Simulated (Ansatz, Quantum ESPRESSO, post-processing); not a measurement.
# From contact to tunnelling: a Pt chain with one bond drawn out, part 5 of 5

Wanted: T at the Fermi level along a series, and its decay constant, for a Pt chain with one bond drawn out.

Quantum ESPRESSO 7.5; plane-wave DFT, PBE, GBRV ultrasoft pseudopotentials; cross-check by Ansatz 0.2.0 with PAW datasets.

So far. Step 9 (Transmission with pwcond.x, 1.4 Å): T goes from 2.38 to 0.799, a factor of 3.0. Step 10 (Cross-check with Ansatz, 1.4 Å): Ansatz finds T = 0.733 against pwcond's 0.799.

### Step 12. The open system, 2.2 Å

Level of this step: transmission by pwcond, lead and junction from one cell; plane-wave DFT, PBE, GBRV ultrasoft pseudopotentials (Quantum ESPRESSO).

Contents of j3.cond.in:

```
&inputcond
  outdir = './out'
  prefixt = 'j3.scf'
  tran_file = 'j3.cond.dat'
  bdl = 0.6400000000
  bds = 4.7733333333
  ikind = 1
  ewind = 4.0
  epsproj = 1e-05
  nz1 = 7
  energy0 = 2.0
  denergy = -0.1
/
1
  0.00000000 0.00000000 1.00000000
41
```

On the command line:

```bash
$ OMP_NUM_THREADS=1 mpirun -n 8 pwcond.x -in j3.cond.in > j3.cond.out
```

Numbers of over 12 decimals in the logs are rounded to 6 here.

Output:

```text
[banner, memory and clock lines left out]
Program PWCOND v.7.5 starts
[citation notice left out]

[...]
./out/j3.scf.save/

[...]
negative rho (up, down):  2.515E+00 0.000E+00
     Reading collected, re-writing distributed wavefunctions

===== INPUT FILE containing all the regions =====

     GEOMETRY:

     lattice parameter (alat)  =      14.1729  a.u.
     the volume                =   13589.4586 (a.u.)^3
     the cross section         =     200.8724 (a.u.)^2
     l of the unit cell        =       4.7733 (alat)
[...]
T_tot    -0.30000      0.25294E+00
   T_tot    -0.40000      0.20086E+00
   T_tot    -0.50000      0.16221E-01
   T_tot    -0.60000      0.12144E+00
   T_tot    -0.70000      0.10128E+00
   T_tot    -0.80000      0.94001E-01
   T_tot    -0.90000      0.93384E-01
   T_tot    -1.00000      0.95115E-01
   T_tot    -1.10000      0.97298E-01
   T_tot    -1.20000      0.86983E-01
   T_tot    -1.30000      0.64215E-01
   T_tot    -1.40000      0.47589E-01
   T_tot    -1.50000      0.41065E-01
   T_tot    -1.60000      0.39373E-01
   T_tot    -1.70000      0.29245E-01
   T_tot    -1.80000      0.25873E-01
   T_tot    -1.90000      0.23364E-01
   T_tot    -2.00000      0.21203E-01

[...]
```

Wall time 2.2 min (8 MPI ranks of AMD EPYC 7B13 (Zen 3), shared host); peak memory 1 GiB; 17 min of CPU time.

Numbers from this step:

| Item | Value |
| --- | --- |
| transmission at the Fermi level, one spin | 0.1502 |
| conductance | 0.1502 G₀ |

Per spin. The transmission by energy, zero at the Fermi level:

```
energy (eV)  transmission
      -2.00        0.0106
      -1.80        0.0129
      -1.60        0.0197
      -1.40        0.0238
      -1.20        0.0435
      -1.00        0.0476
      -0.90        0.0467
      -0.70        0.0506
      -0.60        0.0607
      -0.50       0.00811
      -0.30         0.126
      -0.10         0.151
       0.00         0.150
       0.10         0.152
       0.30         0.154
       0.50         0.149
       0.70         0.149
       0.90         0.158
       1.00         0.164
       1.20         0.178
       1.40         0.196
       1.60         0.216
       1.80         0.240
       2.00         0.267
```

The run is unpolarised; a magnetic state was not tried, may lie lower and would change T.

T goes from 0.799 to 0.150, a factor of 5.3.

### Step 13. Cross-check with Ansatz, 2.2 Å

Level of this step: plane-wave DFT, PBE, Ansatz PAW (Ansatz 0.2.0).

Contents of input.yaml:

```yaml
crystal:
  lattice:
    - [7.5, 0.0, 0.0]
    - [0.0, 7.5, 0.0]
    - [0.0, 0.0, 35.8]
  atoms:
    - { symbol: Pt, position: [0.5, 0.5, 0.0] }
    - { symbol: Pt, position: [0.5, 0.5, 0.0670391061] }
    - { symbol: Pt, position: [0.5, 0.5, 0.1340782123] }
    - { symbol: Pt, position: [0.5, 0.5, 0.2011173184] }
    - { symbol: Pt, position: [0.5, 0.5, 0.2681564246] }
    - { symbol: Pt, position: [0.5, 0.5, 0.3351955307] }
    - { symbol: Pt, position: [0.5, 0.5, 0.4022346369] }
    - { symbol: Pt, position: [0.5, 0.5, 0.530726257] }
    - { symbol: Pt, position: [0.5, 0.5, 0.5977653631] }
    - { symbol: Pt, position: [0.5, 0.5, 0.6648044693] }
    - { symbol: Pt, position: [0.5, 0.5, 0.7318435754] }
    - { symbol: Pt, position: [0.5, 0.5, 0.7988826816] }
    - { symbol: Pt, position: [0.5, 0.5, 0.8659217877] }
    - { symbol: Pt, position: [0.5, 0.5, 0.9329608939] }
kpoints:
  mp_grid: { grid: [1, 1, 4] }
hamiltonian:
  xc: pbe
scf:
  occupations: { method: fermi_dirac, width: 0.1 }
  convergence: { dr2_threshold: 1.0e-08 }
output:
  transmission:
    leads: [[0, 1]]
    e_range: [-2.0, 2.0]
    de: 0.05
    kmesh: [1, 1]
    reduced_basis: true
  write_potential: true
  write_density: true
  volumetric_format: npy
```

On the command line:

```bash
$ ansatz run input.yaml --threads 8 --pin off --max-ram 16384MiB --backend cpu --events-out ev --progress --plain --runs-dir out
```

Output:

```text
[...]
Crystal: 14 atoms, lattice volume = 2013.750 Å³
Basis set: ecut = 420 eV, 39375 PW (Γ)
Bands: 152, of which v1, the nominal top of the filled ones, is band 126 counted from 1 (125 counted from 0)
Symmetry: 16 space group operations
[...]
k-points: 3 of 4
[...]
k-point 2: bands = [... 122 lower, -3.3095, -3.3095, -3.2522, -3.0475, -2.9511, -2.9511, -2.8901, -2.8118, ... 22 higher]
--- Transmission ---
  basis      : 497 plane waves across, 45 finite elements along
  points     : 1, standing for a mesh of 1 x 1
[...]
channels       : 4.000000e0 a spin
[...]
junction   : crystal 0 to crystal 0, -0.50 to 32.90 Å
    transmission   : 1.422406e-1 a spin
[...]
[key lines of the parts left out:]
SCF converged after 13 iterations
Free energy (F): -175283.972340 eV
Fermi energy:    -3.049144 eV
```

The job ended after 28 s (8 threads; peak memory 4 GiB; 3.1 min of CPU time).

Numbers from this step:

```
free energy                                  : -175283.9723 eV
energy at zero smearing                      : -175283.4925 eV
smearing term TS                             : 0.9596 eV
Fermi energy                                 : -3.049 eV
transmission at the Fermi level, one spin    : 0.1422
step of the lead's Hamiltonian over a period : 12 meV
```

Per spin. The transmission by energy, zero at the Fermi level:

| energy (eV) | transmission |
| --- | --- |
| -2.000 | 0.0100 |
| -1.800 | 0.0121 |
| -1.600 | 0.0184 |
| -1.400 | 0.0237 |
| -1.200 | 0.0370 |
| -1.000 | 0.0485 |
| -0.800 | 0.0513 |
| -0.600 | 0.0629 |
| -0.400 | 0.0926 |
| -0.200 | 0.126 |
| 0.000 | 0.142 |
| 0.200 | 0.153 |
| 0.400 | 0.146 |
| 0.600 | 0.146 |
| 0.800 | 0.148 |
| 1.000 | 0.159 |
| 1.200 | 0.174 |
| 1.400 | 0.191 |
| 1.600 | 0.212 |
| 1.800 | 0.235 |
| 2.000 | 0.262 |

Ansatz finds T = 0.142 against pwcond's 0.150.

### Step 14. The series side by side

All levels:

```csv
level,T by pwcond,T by Ansatz,lead channels,CPU time (s)
0.3 Å,3.807,3.757,4,1361
0.8 Å,2.384,2.182,4,1350
1.4 Å,0.7985,0.7333,4,1524
2.2 Å,0.1502,0.1422,4,1642
```

### Step 15. Worked from the printed numbers

G = 3.81 × 77.48 µS = 295 µS a cell, a resistance of 3.39 kΩ.

κ = ln(T₁/T₂)/(2Δd) = ln(0.7985/0.1502)/(2 × 0.8 Å) = 1.04 1/Å.

### Step 16. What came out

| Quantity | Value |
| --- | --- |
| conductance a cell at 0.3 Å | 3.81 G₀ |
| conductance a cell at 0.8 Å | 2.38 G₀ |
| conductance a cell at 1.4 Å | 0.799 G₀ |
| conductance a cell at 2.2 Å | 0.150 G₀ |
| fall of ln T per Å over the last interval | 2.09 |

**Reading.** The conductance goes from 3.81 G₀ at 0.3 Å to 0.150 G₀ at 2.2 Å (PBE, GBRV ultrasoft). Interval by interval ln T falls by 0.94, 1.82 and 2.09 per Å. The last interval gives κ = 1.04 1/Å in T ∝ exp(−2κd), an apparent barrier of (κ/0.512)² = 4.2 eV. Ansatz follows the series within a factor of 1.09. The geometries are as built, not relaxed, and the leads are short. Semilocal functionals lack the image potential in a vacuum gap. Spin-orbit coupling is left out; depending on the atoms that carry the levels of interest, it can split and shift them by tenths of an eV to an eV or more.

[Logs are printed without paths, hosts, clocks, repeated set-up lines and the standing remarks that a program may print on its own settings, such as how far it seeks lower states.]

[Hosts, paths, dates, database ids (printed as entryN), source tags and the programs' standing remarks are cut or masked in the printed files.]

[Maps of the electrostatic potential energy from Ansatz leave out the sawtooth potential of an applied field or a dipole correction, so their vacuum need not be flat; planar profiles and work functions include it.]
